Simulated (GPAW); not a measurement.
# Ballistic transport through H2 in line between two Sn chains, cheap and dear

How well does H2 in line between two Sn chains conduct at low bias, and how far do basis and functional move the answer?

Method: GPAW LCAO, PAW setups; Landauer transmission from Green's functions with principal layers (ASE), zero bias, in GPAW 26.7.0.

Most raw output is cut from this account.

## (1) The structure

The cell holds 12 atoms: 10 Sn and 2 H. Its edges and angles: a = 9.000 Å, b = 9.000 Å, c = 28.827 Å, α = 90.0°, β = 90.0°, γ = 90.0°. Regions: left lead, 5 atoms (5 Sn); channel, 2 atoms (2 H); right lead, 5 atoms (5 Sn). Vacuum lies along a and b. The structure is stacked along c, and the current runs across the ab planes.

## (2) Double-zeta polarised basis

The script solves lead and junction separately, takes H and S in the orbital basis, and joins semi-infinite leads through their self-energies; the dzp basis is the working standard.

The input, run.py:

```python
import json
import numpy as np
from ase import Atoms
from ase.transport.calculators import TransportCalculator
from gpaw import GPAW, FermiDirac
from gpaw.lcao.tools import get_lcao_hamiltonian
from scipy.linalg import eigh

# The junction with lead layers at both ends, along the third cell vector
device = Atoms(
    ['Sn', 'Sn', 'Sn', 'Sn', 'Sn', 'H', 'H', 'Sn', 'Sn', 'Sn', 'Sn', 'Sn'],
    positions=[
        [4.50000, 4.50000, 1.37500],
        [4.50000, 4.50000, 4.12500],
        [4.50000, 4.50000, 6.87500],
        [4.50000, 4.50000, 9.62500],
        [4.50000, 4.50000, 12.37500],
        [4.50000, 4.50000, 13.98840],
        [4.50000, 4.50000, 14.83840],
        [4.50000, 4.50000, 16.45180],
        [4.50000, 4.50000, 19.20180],
        [4.50000, 4.50000, 21.95180],
        [4.50000, 4.50000, 24.70180],
        [4.50000, 4.50000, 27.45180]],
    cell=[[9.0, 0.0, 0.0], [0.0, 9.0, 0.0], [0.0, 0.0, 28.8268]],
    pbc=True)

# One principal layer of the lead: the first 3 atoms of the device
lead = Atoms(
    ['Sn', 'Sn', 'Sn'],
    positions=[
        [4.50000, 4.50000, 1.37500],
        [4.50000, 4.50000, 4.12500],
        [4.50000, 4.50000, 6.87500]],
    cell=[[9.0, 0.0, 0.0], [0.0, 9.0, 0.0], [0.0, 0.0, 8.25]],
    pbc=True)

settings = dict(mode='lcao', basis='dzp', xc='PBE', h=0.2,
                occupations=FermiDirac(0.1), maxiter=250,
                mixer=dict(beta=0.1, nmaxold=8, weight=100.0),
                convergence=dict(density=0.0001))
energies = np.arange(-2, 2 + 1e-9, 0.05)
eta = 0.0001
n1, n2 = 1, 1
# k and -k transmit alike, so half of the mesh across the current serves
mesh = [(i, j) for i in range(n1) for j in range(n2) if (i, j) <= (-i % n1, -j % n2)]
weights = np.array([1 if (i, j) == (-i % n1, -j % n2) else 2 for i, j in mesh]) / (n1 * n2)

# [... helper functions left out ...]
fermi_lead = ground_state(lead, (1, 1, 14), 'lead.txt')
fermi_device = ground_state(device, (1, 1, 3), 'device.txt')
# [... loop over the mesh left out, but for ...]
        # Shift the lead onto the potential of the device's first layer
        shift = ((H[:, 0, 0] - H0[:, 0, 0]) / S0[0, 0]).real.mean()
# [...]
kT = 8.617333e-5 * 77
bias = [0.1, 0.2, 0.5, 1.0, 1.5, 2.0]
# [... integrals and printing left out ...]
```

Command:

```
> OMP_NUM_THREADS=1 OPENBLAS_NUM_THREADS=1 python run.py
```

It took 26 s on 1 thread of AMD EPYC 9R45, shared host; peak memory 0.98 GiB.

This step gave:

| Quantity | Value |
| --- | --- |
| conductance | 2.023 G₀ |
| largest coupling past the next principal layer | 3.84e-7 eV |
| largest misfit of the first principal layer | 0.07171 eV |
| shift that aligns the lead | -0.01741 eV |
| basis functions of the junction | 240 |
| basis functions of a principal layer | 69 |
| transmission at the Fermi level (one spin) | 2.024 |

One spin. The transmission, zone mean by energy, zero at the Fermi level:

```
energy (eV)  transmission, zone mean
      -2.00                    0.997
      -1.90                    0.998
      -1.80                    0.999
      -1.70                    0.999
      -1.55                    0.999
      -1.45                    0.999
      -1.35                    0.999
      -1.25                    0.999
      -1.15                    0.999
      -1.05                    0.999
      -0.90                    0.998
      -0.80                     1.03
      -0.70                     1.26
      -0.60                     1.42
      -0.50                     1.53
      -0.40                     1.66
      -0.25                     1.88
      -0.15                     1.99
      -0.05                     2.03
       0.00                     2.02
       0.05                     2.00
       0.15                     1.92
       0.25                     1.83
       0.40                     1.69
       0.50                     1.62
       0.60                     1.57
       0.70                     1.54
       0.80                     1.51
       0.90                     1.50
       1.05                     1.49
       1.15                     1.48
       1.25                     1.48
       1.35                     1.48
       1.45                     1.48
       1.55                     1.47
       1.70                     1.46
       1.80                     1.44
       1.90                     1.43
       2.00                     1.41
```

Not self-consistent under bias; the bias window is split evenly. The current through one cell, from the zero-bias transmission by bias:

```
bias (V)  current through one cell, from the zero-bias transmission (μA)
   0.100                                                            15.7
   0.200                                                            31.2
   0.500                                                            76.0
   1.000                                                             142
   1.500                                                             199
   2.000                                                             248
```

Table of transmission of the three most open eigenchannels by energy, zero at the Fermi level:

```
energy (eV)  channel 1  channel 2 = channel 3
      -2.00      0.997                      0
      -1.85      0.999                      0
      -1.70      0.999                      0
      -1.60      0.999                      0
      -1.45      0.999                      0
      -1.30      0.999                      0
      -1.15      0.999                      0
      -1.05      0.999                      0
      -0.90      0.998                8.1e-12
      -0.75      0.998                 0.0693
      -0.60      0.998                  0.212
      -0.50      0.997                  0.266
      -0.35      0.997                  0.367
      -0.20      0.996                  0.473
      -0.05      0.996                  0.518
       0.00      0.995                  0.514
       0.05      0.995                  0.503
       0.20      0.995                  0.440
       0.35      0.994                  0.370
       0.50      0.994                  0.316
       0.60      0.993                  0.290
       0.75      0.993                  0.266
       0.90      0.993                  0.253
       1.05      0.993                  0.247
       1.15      0.993                  0.245
       1.30      0.993                  0.243
       1.45      0.995                  0.241
       1.60      0.994                  0.236
       1.70      0.994                  0.232
       1.85      0.994                  0.221
       2.00      0.995                  0.207
```

Couplings past the next layer reach 3.8e-7 eV, small enough to drop; the matrix elements of the cell's first layer differ from the bulk lead's by up to 0.072 eV. That layer keeps its own values in the calculation, and only beyond it is the lead taken as perfect. The Fermi levels of lead and junction count from different zeros of potential, one for each periodic cell; with both set to zero, the small remaining shift is what aligns them. By hand: G = 2.023 × 77.48 μS = 157 μS, a resistance of 6.38 kΩ; at 0.1 V a linear junction would pass 15.7 μA, and the integral over the bias window gives 15.7 μA.

## (3) Single-zeta polarised basis

One radial function a shell plus polarisation makes the matrices smaller; the question is what that costs.

Edit run.py of step 2 so:

```diff
@@ -37,3 +37,3 @@
 
-settings = dict(mode='lcao', basis='dzp', xc='PBE', h=0.2,
+settings = dict(mode='lcao', basis='szp(dzp)', xc='PBE', h=0.2,
                 occupations=FermiDirac(0.1), maxiter=250,
```

Wall time 23 s (1 thread); peak memory 0.96 GiB.

Numbers from this step:

| Property | Result |
| --- | --- |
| conductance | 2.020 G₀ |
| largest coupling past the next principal layer | 3.63e-7 eV |
| largest misfit of the first principal layer | 0.07186 eV |
| shift that aligns the lead | -0.01157 eV |
| basis functions of the junction | 148 |
| basis functions of a principal layer | 42 |
| transmission at the Fermi level (one spin) | 2.022 |

One spin. Table of transmission, zone mean by energy, zero at the Fermi level:

```
energy (eV)  transmission, zone mean
      -2.00                    0.999
      -1.85                    0.999
      -1.70                    0.999
      -1.60                    0.998
      -1.45                    0.997
      -1.30                    0.996
      -1.15                    0.995
      -1.05                    0.995
      -0.90                    0.994
      -0.75                     1.09
      -0.60                     1.41
      -0.50                     1.52
      -0.35                     1.72
      -0.20                     1.93
      -0.05                     2.03
       0.00                     2.02
       0.05                     2.00
       0.20                     1.87
       0.35                     1.72
       0.50                     1.61
       0.60                     1.55
       0.75                     1.49
       0.90                     1.46
       1.05                     1.44
       1.15                     1.44
       1.30                     1.43
       1.45                     1.43
       1.60                     1.42
       1.70                     1.41
       1.85                     1.39
       2.00                     1.36
```

Not self-consistent under bias; the bias window is split evenly. Table of current through one cell, from the zero-bias transmission by bias:

```
bias (V)  current through one cell, from the zero-bias transmission (μA)
   0.100                                                            15.6
   0.200                                                            31.1
   0.500                                                            75.9
   1.000                                                             142
   1.500                                                             198
   2.000                                                             245
```

Transmission of the three most open eigenchannels against energy, zero at the Fermi level:

```
energy (eV)  channel 1  channel 2 = channel 3
      -2.00      0.999                      0
      -1.85      0.999                      0
      -1.70      0.999                      0
      -1.60      0.998                      0
      -1.45      0.997                      0
      -1.30      0.996                      0
      -1.15      0.995                      0
      -1.05      0.995                      0
      -0.90      0.994                1.8e-12
      -0.75      0.993                 0.0497
      -0.60      0.993                  0.206
      -0.50      0.992                  0.264
      -0.35      0.992                  0.365
      -0.20      0.991                  0.471
      -0.05      0.990                  0.519
       0.00      0.990                  0.516
       0.05      0.990                  0.505
       0.20      0.989                  0.441
       0.35      0.989                  0.367
       0.50      0.988                  0.309
       0.60      0.988                  0.281
       0.75      0.988                  0.253
       0.90      0.988                  0.237
       1.05      0.988                  0.228
       1.15      0.988                  0.225
       1.30      0.989                  0.222
       1.45      0.989                  0.219
       1.60      0.990                  0.213
       1.70      0.990                  0.209
       1.85      0.991                  0.199
       2.00      0.991                  0.186
```

The conductance equals that of the dzp run to 0.2 %.

## (4) Minimal basis

The minimal basis is the cheapest rung: no second zeta and no polarisation.

Edit run.py of step 3 so:

```diff
@@ -37,3 +37,3 @@
 
-settings = dict(mode='lcao', basis='szp(dzp)', xc='PBE', h=0.2,
+settings = dict(mode='lcao', basis='sz(dzp)', xc='PBE', h=0.2,
                 occupations=FermiDirac(0.1), maxiter=250,
```

Run time: 17 s. Hardware: 1 thread; peak memory 0.9 GiB.

Numbers from this step:

```yaml
conductance: 1.876 G₀
largest_coupling_past_the_next_principal_layer: 4.07e-7 eV
largest_misfit_of_the_first_principal_layer: 0.08906 eV
shift_that_aligns_the_lead: -0.01964 eV
basis_functions_of_the_junction: 92
basis_functions_of_a_principal_layer: 27
transmission_at_the_fermi_level_one_spin: 1.877
```

One spin. Transmission, zone mean against energy, zero at the Fermi level:

```
energy (eV)  transmission, zone mean
     -2.000                    0.999
     -1.800                    0.999
     -1.600                    0.998
     -1.400                    0.997
     -1.200                    0.996
     -1.000                    0.996
     -0.800                     1.11
     -0.600                     1.38
     -0.400                     1.57
     -0.200                     1.81
     -0.050                     1.89
      0.000                     1.88
      0.200                     1.73
      0.400                     1.55
      0.600                     1.43
      0.800                     1.36
      1.000                     1.33
      1.200                     1.32
      1.400                     1.32
      1.600                     1.31
      1.800                     1.30
      2.000                     1.28
```

The conductance, 1.88 G₀, lies 7.3 % below that of the dzp run.

## (5) LDA in the dzp basis: xc = "LDA"

Back in the dzp basis, the functional changes from PBE to LDA, to set the spread between functionals beside that between bases.

Edit run.py of step 4 so:

```diff
@@ -37,3 +37,3 @@
 
-settings = dict(mode='lcao', basis='sz(dzp)', xc='PBE', h=0.2,
+settings = dict(mode='lcao', basis='dzp', xc='LDA', h=0.2,
                 occupations=FermiDirac(0.1), maxiter=250,
```

Wall time 23 s (1 thread); peak memory 0.98 GiB.

This step gave:

| Item | Value |
| --- | --- |
| conductance | 2.089 G₀ |
| largest coupling past the next principal layer | 3.90e-7 eV |
| largest misfit of the first principal layer | 0.06619 eV |
| shift that aligns the lead | -0.01564 eV |
| basis functions of the junction | 240 |
| basis functions of a principal layer | 69 |
| transmission at the Fermi level (one spin) | 2.090 |

One spin. Transmission, zone mean against energy, zero at the Fermi level:

```
energy (eV)  transmission, zone mean
      -2.00                    0.997
      -1.85                    0.999
      -1.70                    0.999
      -1.60                    0.999
      -1.45                    0.999
      -1.30                    0.999
      -1.15                    0.998
      -1.05                    0.998
      -0.90                    0.998
      -0.75                     1.12
      -0.60                     1.45
      -0.50                     1.57
      -0.35                     1.78
      -0.20                     2.00
      -0.05                     2.10
       0.00                     2.09
       0.05                     2.07
       0.20                     1.94
       0.35                     1.79
       0.50                     1.67
       0.60                     1.62
       0.75                     1.56
       0.90                     1.53
       1.05                     1.51
       1.15                     1.51
       1.30                     1.50
       1.45                     1.49
       1.60                     1.48
       1.70                     1.47
       1.85                     1.44
       2.00                     1.41
```

The conductance, 2.09 G₀, lies 3.3 % above that of the dzp run.

## (6) All levels side by side

Times are for 1 thread of AMD EPYC 9R45, shared host. The runs compared:

```
no.      run  conductance (G₀)  time  memory (GiB)
  1      dzp             2.023  26 s          0.98
  2      szp             2.020  23 s          0.96
  3       sz             1.876  17 s           0.9
  4  dzp LDA             2.089  23 s          0.98
```

## (7) The levels side by side

The curves are compared point by point over the common energies.

This step: comparison of transmission and cost over codes and levels (GPAW 26.7.0).

Ladder, by row:

```
   step  code  T at the Fermi level (sum over the listed spins)  conductance (G0)  r.m.s. T(E) from the first  wall time (s)  peak memory (GiB)  threads
    dzp  GPAW                                             2.024             2.023                           0          26.25               0.98        1
    szp  GPAW                                             2.022              2.02                     0.02795          22.79               0.96        1
     sz  GPAW                                             1.877             1.876                      0.1153          17.45                0.9        1
dzp-LDA  GPAW                                              2.09             2.089                     0.03296          23.09               0.98        1
```

(Part 1 of 2 ends here.)

[Logs are printed without paths, hosts, clocks, repeated set-up lines and the standing remarks that a program may print on its own settings, such as how far it seeks lower states.]

[Hosts, paths, dates, database ids (printed as entryN), source tags and the programs' standing remarks are cut or masked in the printed files.]
